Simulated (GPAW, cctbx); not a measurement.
## How far are the atoms of TlZn3B from free atoms?

Question: by how much does bonding change the X-ray structure factors of TlZn3B, how firmly does DFT give the change, and what does a routine refinement make of it?

The start was made by putting kin elements into a known structure type; the compound need not exist, or be stable, in this form. All numbers below are calculated.

### 1. Relax the structure

The density hangs on the geometry, so cell and atoms are relaxed first, with the symmetry held. The cutoff is set higher than for the density because stress converges slowly with plane waves.

Settings: GPAW 26.7.0, PBE, 670 eV, 4×4×4 k-points, Fermi–Dirac width 0.1 eV, BFGS to 0.03 eV/Å.

```text
cell
1.0
     4.417000000    0.000000000    0.000000000
     0.000000000    4.417000000    0.000000000
     0.000000000    0.000000000    4.417000000
Tl Zn B
1 3 1
Direct
0.500000000 0.500000000 0.500000000
0.000000000 0.000000000 0.500000000
0.000000000 0.500000000 0.000000000
0.500000000 0.000000000 0.000000000
0.000000000 0.000000000 0.000000000
```

```console
$ OMP_NUM_THREADS=1 mpirun -n 4 gpaw python run.py > gpaw.log
```

```text
BFGS:    0      -11.020484        0.055713
BFGS:    1      -11.020613        0.053034
BFGS:    2      -11.021488        0.005586
cell  4.4024 4.4024 4.4024  90.00 90.00 90.00
volume 85.323 A^3, largest force 0.000 eV/A, largest stress 0.05 GPa
```

After 2 steps the volume has changed by -1.0 % and the energy by -0.001 eV; the largest stress left is 0.05 GPa. It took 22 s on 4 cores of Intel(R) Xeon(R) Platinum 8488C (Sapphire Rapids) (shared host), peak memory 0.84 GiB.

Relaxed structure: Pm-3m (no. 221), a = 4.4024 Å, b = 4.4024 Å, c = 4.4024 Å, α = 90.00°, β = 90.00°, γ = 90.00°.

| atom | mult. | x | y | z |
| --- | --- | --- | --- | --- |
| Tl1 | 1 | 1/2 | 1/2 | 1/2 |
| Zn1 | 3 | 0 | 0 | 1/2 |
| B1 | 1 | 0 | 0 | 0 |

### 2. Density and charge transfer

X-rays see the whole electron density, so the PAW density is rebuilt with its core regions. Subtracting spherical free atoms from the same code cancels the cores and leaves the deformation density Δρ, the part due to bonding.

Settings: PBE, 550 eV, 5×5×5 k-points, Fermi–Dirac width 0.1 eV; primitive cell of 5 atoms.

```console
$ OMP_NUM_THREADS=1 mpirun -n 4 gpaw python run.py > gpaw.log
```

```text
|iter:   1|       0s |  -12.614501 | +0.46 |       |
|iter:   2|       1s |  -12.141727 | -1.53 | -1.27 |
|iter:   3|       1s |  -11.008304 | -1.27 | -1.33 |
...
|iter:   8|       3s |  -11.009524c| -5.22 | -4.02c|
|iter:   9|       4s |  -11.009524c| -7.20 | -4.55c|
|iter:  10|       4s |  -11.009524c| -7.99c| -5.10c|
```

```text
grid (48, 48, 48)  electrons 176.000  moved by bonding 0.803 e
deformation density beyond 0.5 A of the nuclei: max 0.072, min -0.135 e/A^3
atom        x       y       z   Voronoi charge  moment
Tl1    0.5000  0.5000  0.5000     -0.020       0.00
Zn2    0.0000  0.0000  0.5000      0.150       0.00
Zn3    0.0000  0.5000  0.0000      0.150       0.00
Zn4    0.5000  0.0000  0.0000      0.150       0.00
B 5    0.0000  0.0000  0.0000     -0.430       0.00
mean inner potential of superposed free atoms 18.469 V
total magnetic moment 0.000 muB
```

Deformation density in a plane through the shortest contact of the Zn atom at the origin, in 0.01 e/Å³ (clipped at ±99); x from -1.6 to 3.8 Å, y from 2.4 down to -2.4 Å:

```text
  1   1   0  -3  -1  -1  -3   0   1   1   0   0   1   1   0  -3
  1   1   1   0   0   0   0   1   1   1   0   0   1   1   1   1
  1   1   1   1   1   1   1   1   1   1   2   2   1   1   1   1
  3   2   1   0  -1  -1   0   1   2   3   4   4   3   2   1   0
  4   3   1  -4  -5  -5  -3   1   4   4   4   4   4   4   2  -3
  4   6   0  -7   .   .  -7   1   6   3   .   .   3   6   2  -6
  4   7   0 -14   .   . -13   1   7   4   .   .   4   7   2 -11
  4   6   0  -7   .   .  -7   1   6   3   .   .   3   6   2  -6
  4   3   1  -4  -5  -5  -3   1   4   4   4   4   4   4   2  -3
  3   2   1   0  -1  -1   0   1   2   3   4   4   3   2   1   0
  1   1   1   1   1   1   1   1   1   1   2   2   1   1   1   1
  1   1   1   0   0   0   0   1   1   1   0   0   1   1   1   1
  1   1   0  -3  -1  -1  -3   0   1   1   0   0   1   1   0  -3
```

Atoms in or within 0.15 Å of the plane: Zn (0.0, 0.0), B (2.2, 0.0) Å. Dots mark points within about 0.45 Å of a nucleus; large values next to them are atomic features.

B gains most (-0.43 e) and Zn loses most (+0.15 e); B is the most electronegative element, but the order of the others doesn't follow electronegativity. Such charges fall far short of formal ones, since overlapping free atoms already put density on their neighbours. Along the shortest contact from the Zn atom at the map's origin, Zn–B at 2.20 Å, Δρ is +0.06 e/Å³ at the midpoint and highest, +0.07, 1.25 Å from Zn (points within 0.5 Å of a nucleus left out): a modest build-up. At the midpoints of other shortest contacts it is +0.01 (Tl–Zn, 3.11 Å) and +0.02 (Zn–Zn, 3.11 Å) e/Å³. Point values carry grid noise of about 0.01 e/Å³. The run needed 10 iterations, 10 s.

### 3. From the density to structure factors

The Fourier components of Δρ, added to those of the free atoms, give the static X-ray structure factors; the Mott–Bethe relation turns them into the Fourier components V of the potential that fast electrons feel.

```text
static structure factors of the conventional cell: F in electrons, V (Mott-Bethe) in volts
   h  k  l      d  |F| table  |F| free   |F| DFT   change   |V| free  |V| DFT  change %
   0  1  0  4.4024    44.462    44.421    44.211   -0.210     1.644    1.863     13.3
   0  1  1  3.1130    49.497    49.499    49.799    0.300     3.384    3.228     -4.6
   1  1  1  2.5417   139.563   139.318   138.847   -0.472     9.260    9.424      1.8
   0  2  0  2.2012   138.975   138.622   138.368   -0.254     9.729    9.795      0.7
   0  2  1  1.9688    39.911    40.002    40.049    0.047     1.249    1.239     -0.8
   1  2  1  1.7973    43.209    43.322    43.288   -0.034     2.200    2.206      0.3
   0  2  2  1.5565   121.293   120.876   120.861   -0.015     7.174    7.176      0.0
   1  2  2  1.4675    36.866    36.944    36.988    0.043     1.048    1.043     -0.5
   0  3  0  1.4675    36.866    36.944    36.979    0.034     1.048    1.044     -0.4
   0  3  1  1.3922    39.806    39.878    39.857   -0.021     1.679    1.681      0.1
   1  3  1  1.3274   108.310   108.005   108.095    0.090     5.489    5.481     -0.2
   2  2  2  1.2709   109.044   108.778   108.843    0.065     5.832    5.827     -0.1
   0  3  2  1.2210    34.697    34.734    34.763    0.029     0.902    0.900     -0.3
   1  3  2  1.1766    37.512    37.538    37.521   -0.017     1.373    1.374      0.1
```

The largest X-ray change is -0.47 e on 111, 0.3 % of |F|. For electrons V goes as (Z − F)/g², so a change of F counts against Z − F, which is small at low angle and wherever the atoms' terms cancel: |V| of 010 moves by +13.3 % (1.64 to 1.86 V) against -0.5 % in |F|. The tabulated Hartree–Fock atoms differ from the free DFT atoms by up to 0.42 e, so the choice of reference atom matters too.

### 4. Which functional?

The same geometry is run with other functionals, to see whether the bonding signal is larger than the spread between approximations. Free atoms are LDA for LDA and PBE otherwise; meta-GGAs and hybrids keep PBE cores. Any other changed setting is in the row's label.

| run | ΔF 111 (e) | ΔF 011 (e) | ΔF 020 (e) | q(B) (e) | moved (e) | time |
| --- | --- | --- | --- | --- | --- | --- |
| PBE | -0.472 | +0.300 | -0.254 | -0.430 | 0.803 | 10 s |
| LDA | -0.462 | +0.293 | -0.253 | -0.412 | 0.765 | 9.7 s |
| SCAN | -0.409 | +0.317 | -0.221 | -0.432 | 0.847 | 49 s |

At the base's settings ΔF(111) spans -0.472 to -0.409 e, a spread of 13 % of the PBE value; over the three listed reflections the spread is at most 13 %, so sign and size hold across the functionals. Times are from shared hosts.

### 5. What a spherical-atom refinement makes of it

Routine crystallography fits spherical atoms. To see the bias, intensities are simulated from tabulated atoms plus the DFT change ΔF, so that bonding alone can misfit (2896 reflections of the full sphere, merged to the counts below, to 0.5 Å, 1.5 % proportional noise plus counting noise, assumed isotropic U as listed, Δρ smeared by the mean U) and refined with cctbx over different ranges.

```csv
range,data,R1,GooF,U Tl1 (true 0.0069),U Zn1 (true 0.0101),U B1 (true 0.0164),largest shift (Å),"Δρ max, min (e/Å³)"
all data,103,0.0020,0.93,0.0069,0.0101,0.0165,0.0000,"0.14, -0.18"
"low resolution, d > 0.84",30,0.0020,1.05,0.0069,0.0102,0.0167,0.0000,"0.11, -0.12"
"high order, d < 0.75",65,0.0020,0.88,0.0069,0.0101,0.0165,0.0000,"0.11, -0.11"
"occupancies free, d > 0.7",44,0.0018,0.96,0.0069,0.0101,0.0168,0.0000,"0.14, -0.10"
```

With all data GooF is 0.93, so at this noise the bonding hardly shows; the top residual peak, near noise level, lies 1.84 Å from Zn and 1.84 Å from Zn. No U is off by more than 3 s.u. at low resolution. Symmetry fixes every coordinate, so the shifts are zero by construction. With Tl1 held at 1 and the scale free, the other occupancies refine to Zn1 0.999(0.002) and B1 1.020(0.020), within three s.u. of full.

### 6. Answer

Bonding moves 0.80 e in the primitive cell of TlZn3B and changes the structure factors of the conventional cell in the table above by at most 0.47 e (111, 0.3 %), and among reflections above 2 % of the strongest by up to 0.6 % (011). The shortest bond, Zn–B, has Δρ = +0.06 e/Å³ at its midpoint. At the base's settings ΔF(111) spans -0.472 to -0.409 e, a spread of 13 % of the PBE value; over the three listed reflections the spread is at most 13 %, so sign and size hold across the functionals. With all data GooF is 0.93, so at this noise the bonding hardly shows. Limits: static density, frozen cores, no spin–orbit coupling.

[Outputs are excerpts: Python notices, other lines and further rows are left out; steps that failed or that the build refused (PBEsol, TPSS) are not shown.]

[Logs are printed without paths, hosts, clocks, repeated set-up lines and the standing remarks that a program may print on its own settings, such as how far it seeks lower states.]
